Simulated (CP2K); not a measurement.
Consider hexafluoroacetone at its PBE geometry (Å).

```xyz
10

O     0.1699   -0.3884    1.8844
C     0.0565   -0.1473    0.7078
C     1.2928    0.1487   -0.2079
F     2.3809    0.3963    0.5559
F     1.5142   -0.9250   -1.0194
F     1.0658    1.2115   -1.0230
C    -1.3169   -0.0962   -0.0397
F    -1.6063    1.2086   -0.3096
F    -2.3132   -0.6548    0.6691
F    -1.2439   -0.7534   -1.2175
```

Method: CP2K XAS_TDP, all-electron GAPW, PBEh(45%), aug-cc-pVDZ, TDA, no relativity.

Q: Predict the bright core excitations at the F K edge.

Leading lines: F4 684.44 eV. The leading line of an atom is its first one with 35 % of the strongest within 2.5 eV of its lowest line over the strength cut. 

The first six lines of each atom with a strength over 0.0015:

```csv
atom,energy (eV),states,"strength, one atom"
F4 (bonded to C),682.91,1,0.0027
,684.44,1,0.0369
,686.37,1,0.0063
,687.10,1,0.0088
,687.17,1,0.0081
,688.07,1,0.0016
```

Lines are vertical, at one geometry, with no vibrational structure. Without a correction of the core level, line positions, and the gaps between valence and Rydberg lines, follow the share of exact exchange. Atoms with the same bonds but other surroundings in this conformer are left out. These values hold no scalar relativity, about 0.7 eV for F 1s. Rydberg lines, and the discretised continuum above threshold, depend on the basis and the box.

[Banner, clock and machine lines of the logs are left out without a mark of their own.]

[Logs are printed without paths, hosts, clocks, repeated set-up lines and the standing remarks that a program may print on its own settings, such as how far it seeks lower states.]

[Hosts, paths, dates, database ids (printed as entryN), source tags and the programs' standing remarks are cut or masked in the printed files.]
